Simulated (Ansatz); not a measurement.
**SrTiO3 (Tausonite): given cell or relaxed cell?**

How far does the choice of cell move the gap? The case is SrTiO3 (Tausonite).

Calculated with Ansatz 0.2.0; PBE, HSE06 and G0W0, plane waves, PAW.

**The experiments to reproduce.**

- Gap 3.77 eV: direct gap (M0 critical point); spectroscopic ellipsometry, second-derivative fit; 300 K; bulk crystal (commercial single crystal) (“Optical probe of ferroelectric order in bulk and thin film perovskite titanates”, 2013, arxiv:1309.1245).

The raw output is cut from this account; settings, times and results stay.

## Step 1: Set-up

It takes space group Pm-3m (No. 221, cubic). The conventional cell has a = 3.905 Å, b = 3.905 Å, c = 3.905 Å, α = 90.00°, β = 90.00°, γ = 90.00°. Nearest to Sr lie 12 O at 2.76 Å. Ti has 6 O at 1.95 Å nearest. O has 2 Ti at 1.95 Å and 4 Sr at 2.76 Å nearest. Farther neighbours, and contacts between anions beyond the nearest, are not listed.

The cell and positions come from the Crystallography Open Database and are kept as given unless a step says otherwise. The runs that relaxed it are not among those shown. The default PAW set here is soft_2. Its files were made with PBE.

## Step 2: PBE bands at the given cell

Levels along a band path, at the cheap level, show where the edges lie and whether the meshes to come will hold them.

This step: DFT, PBE, plane waves, PAW.

input.yaml reads:

```yaml
crystal:
  lattice:
    - [3.90528, 0.0, 0.0]
    - [0.0, 3.90528, 0.0]
    - [0.0, 0.0, 3.90528]
  atoms:
    - { symbol: Sr, position: [0.5, 0.5, 0.5] }
    - { symbol: Ti, position: [0.0, 0.0, 0.0] }
    - { symbol: O, position: [0.5, 0.0, 0.0] }
    - { symbol: O, position: [0.0, 0.5, 0.0] }
    - { symbol: O, position: [0.0, 0.0, 0.5] }
kpoints:
  mp_grid: { grid: [6, 6, 6] }
  band_path:
    path:
      - [[0.0, 0.0, 0.0], [0.0, 0.5, 0.0], [0.5, 0.5, 0.0], [0.0, 0.0, 0.0], [0.5, 0.5, 0.5], [0.0, 0.5, 0.0]]
      - [[0.5, 0.5, 0.5], [0.5, 0.5, 0.0]]
    npoints: 10
hamiltonian:
  xc: pbe
scf:
  occupations: { method: fermi_dirac, width: 0.02 }
  n_extra_bands: 5
output:
  eigenvalues: true
  write_density: true
  write_potential: true
  elf: true
  volumetric_format: npy
```

Launch:

```sh
ansatz run input.yaml --threads 3 --pin off --max-ram 92160MiB --backend cuda --events-out ev --progress --plain --runs-dir out --devices 1 --max-vram 13GiB
```

It took 10 s on 1 × NVIDIA H100 80GB HBM3 (shared by 6 runs) with 3 threads of AMD EPYC 7R13 (Zen 3), shared host; peak memory 0.95 GiB.

Numbers from this step:

- filled bands: 20
- gap: 1.886 eV
- valence top at: R
- conduction bottom at: Γ
- least direct gap: 2.231 eV

The gap is indirect, with the least direct gap 0.35 eV higher.

## Step 3: The relaxed cell

Cell and ions were relaxed with PBE; that run is not shown. It left this cell:

The structure is cubic, space group Pm-3m (No. 221). Conventional cell: a = 3.936 Å, b = 3.936 Å, c = 3.936 Å, α = 90.00°, β = 90.00°, γ = 90.00°. Nearest to Sr lie 12 O at 2.78 Å. Nearest to Ti lie 6 O at 1.97 Å. Nearest to O lie 2 Ti at 1.97 Å and 4 Sr at 2.78 Å. Farther neighbours, and contacts between anions beyond the nearest, are not listed.

## Step 4: PBE at the relaxed cell

The cell differs from the one that the last finished run ended in (a 3.905 → 3.936 Å, b 3.905 → 3.936 Å, c 3.905 → 3.936 Å).

Changes to input.yaml since step 2:

```diff
@@ -2,5 +2,5 @@
   lattice:
-    - [3.90528, 0.0, 0.0]
-    - [0.0, 3.90528, 0.0]
-    - [0.0, 0.0, 3.90528]
+    - [3.9364184983, 0.0, 0.0]
+    - [0.0, 3.9364184983, 0.0]
+    - [0.0, 0.0, 3.9364184983]
   atoms:
@@ -25,5 +25 @@
   eigenvalues: true
-  write_density: true
-  write_potential: true
-  elf: true
-  volumetric_format: npy
```

Elapsed: 10 s, on 1 × NVIDIA H100 80GB HBM3 (shared by 6 runs) with 3 threads; peak memory 0.93 GiB; 4.2 s of CPU time.

Read from the output:

```yaml
gap: 1.841 eV
valence_top_at: R
conduction_bottom_at: Γ
least_direct_gap: 2.200 eV
```

The gap is indirect, with the least direct gap 0.36 eV higher.

## Step 5: HSE06 at the relaxed cell

The screened hybrid is the usual rung above semilocal functionals: a quarter of exact exchange, cut off beyond a few ångström.

This step: DFT, HSE06, plane waves, PAW.

input.yaml, the sections that differ from step 4:

```yaml
kpoints:
  mp_grid: { grid: [4, 4, 4] }
  band_path:
    path: [[0.0, 0.0, 0.0], [0.0, 0.5, 0.0], [0.5, 0.5, 0.0], [0.5, 0.5, 0.5]]
    npoints: 1
hamiltonian:
  xc: hse06
scf:
  occupations: { method: fixed }
  n_extra_bands: 5
# crystal, output: as in step 4
```

The job ended after 10 s (1 × NVIDIA H100 80GB HBM3 (shared by 6 runs) with 3 threads; peak memory 1.1 GiB; 12 s of CPU time).

Numbers from this step:

```
gap                  : 3.265 eV
valence top at       : R
conduction bottom at : Γ
least direct gap     : 3.651 eV
```

The gap stands +1.42 eV against PBE.

## Step 6: G0W0 at the relaxed cell

G0W0 replaces the xc potential by the self-energy, built once from these orbitals. Only a window of levels is corrected, while the sums run over the empty bands that the input names.

This step: G0W0 on PBE, plane waves, PAW.

Changes to input.yaml since step 5:

```diff
@@ -13,11 +13,11 @@
   mp_grid: { grid: [4, 4, 4] }
-  band_path:
-    path: [[0.0, 0.0, 0.0], [0.0, 0.5, 0.0], [0.5, 0.5, 0.0], [0.5, 0.5, 0.5]]
-    npoints: 1
 hamiltonian:
-  xc: hse06
+  xc: pbe
 scf:
   occupations: { method: fixed }
-  n_extra_bands: 5
-output:
-  eigenvalues: true
+gw:
+  n_empty_bands: 182
+  ecut_chi: 120
+  qp_bands: [v2, c2]
+  qp_kpoints: band_edges
+  screening: { model: contour_deformation }
```

It took 13 s on 1 × NVIDIA H100 80GB HBM3 (shared by 6 runs) with 3 threads; peak memory 1.1 GiB; 11 s of CPU time.

Read from the output:

| Quantity | Value |
| --- | --- |
| bands summed | 202 |
| RPA ε∞ on this mesh (eigenvalues) | 6.595, 6.595, 6.595 |
| plane waves in the screening matrix | 179 |
| G0W0 gap on the mesh | 3.312 eV |
| k of the valence top | -0.5, -0.5, -0.5 |
| k of the conduction bottom | 0, 0, 0 |
| starting gap on the mesh | 1.823 eV |
| least direct G0W0 gap on the computed points | 3.673 eV |

The gap on the mesh goes from 1.82 eV to 3.31 eV, a correction of +1.49 eV. Between the two edge states, bare exchange in place of the xc potential would open the gap by 12.76 eV, and correlation takes back 11.27 eV.

## Step 7: G0W0 at the given cell

Changes to input.yaml since step 6:

```diff
@@ -2,5 +2,5 @@
   lattice:
-    - [3.9364184983, 0.0, 0.0]
-    - [0.0, 3.9364184983, 0.0]
-    - [0.0, 0.0, 3.9364184983]
+    - [3.90528, 0.0, 0.0]
+    - [0.0, 3.90528, 0.0]
+    - [0.0, 0.0, 3.90528]
   atoms:
@@ -18,3 +18,3 @@
 gw:
-  n_empty_bands: 182
+  n_empty_bands: 177
   ecut_chi: 120
```

Elapsed: 11 s, on 1 × NVIDIA H100 80GB HBM3 (shared by 6 runs) with 3 threads; peak memory 1.1 GiB.

Read from the output:

```
bands summed                                 : 197
RPA ε∞ on this mesh (eigenvalues)            : 6.546, 6.546, 6.546
plane waves in the screening matrix          : 179
G0W0 gap on the mesh                         : 3.384 eV
k of the valence top                         : -0.5, -0.5, -0.5
k of the conduction bottom                   : 0, 0, 0
starting gap on the mesh                     : 1.868 eV
least direct G0W0 gap on the computed points : 3.729 eV
```

The gap on the mesh goes from 1.87 eV to 3.38 eV, a correction of +1.52 eV. Between the two edge states, bare exchange in place of the xc potential would open the gap by 12.74 eV, and correlation takes back 11.23 eV.

## Step 8: Together

G0W0 rows are gaps on the mesh, lowered where the mesh misses an edge of the band path.

```
   level  given cell (eV)  relaxed cell (eV)  change (eV)
     PBE             1.89               1.84        −0.04
   HSE06                -               3.26            -
G0W0@PBE             3.38               3.31        −0.07
```

## Step 9: What came out

```yaml
volume_change: +2.4 %
pbe_given_cell: 1.89 eV
pbe_relaxed_cell: 1.84 eV
hse06_relaxed_cell: 3.26 eV
g0w0_pbe_relaxed_cell: 3.31 eV
g0w0_pbe_given_cell: 3.38 eV
known_limits: short of the basis limit; no spin-orbit coupling; coarse k mesh
```

**Reading.** Relaxation changes the volume by +2.4 % and the gap by −0.04 eV (PBE) and −0.07 eV (G0W0@PBE). Bands and cutoff are finite, so the gap stands short of the basis limit, usually by up to a few tenths of an eV; the mesh is an error of its own. The 4×4×4 mesh is coarse for this cell (its supercell is 16 Å along the shortest edge). The RPA ε∞ on it, from the PBE start, is 6.55; such meshes misread the long-range screening, most where the gap is narrow. This is the ideal cubic cell; many perovskites, halides above all, are cubic only on average, and local tilts or off-centring can widen the gap. The many-body steps are scalar-relativistic: spin-orbit coupling is not in them.

[Long decimals in the printed logs are rounded to 6 places.]

[Logs are printed without paths, hosts, clocks, repeated set-up lines and the standing remarks that a program may print on its own settings, such as how far it seeks lower states.]

[Paths, hosts, dates, memory and timing lines, banners, echoed tables and standing remarks are left out of the program output; an Ansatz launch command may be rebuilt from the run's recorded settings. Measured values are a selection of at most five: reports struck by readers or far from the other reports are left out. None is set beside runs whose start may be inverted or whose files or cutoffs have a known fault.]

[Runs of the session that timed out or met a known fault of the program may be left out.]

[Cells called generated may have been cut or substituted from an entry of the Crystallography Open Database or the Materials Project.]

[Hosts, paths, dates, database ids (printed as entryN), source tags and the programs' standing remarks are cut or masked in the printed files.]

[Where the starting crystal was built by hand or by swapping elements, it need not be the compound's stable phase.]
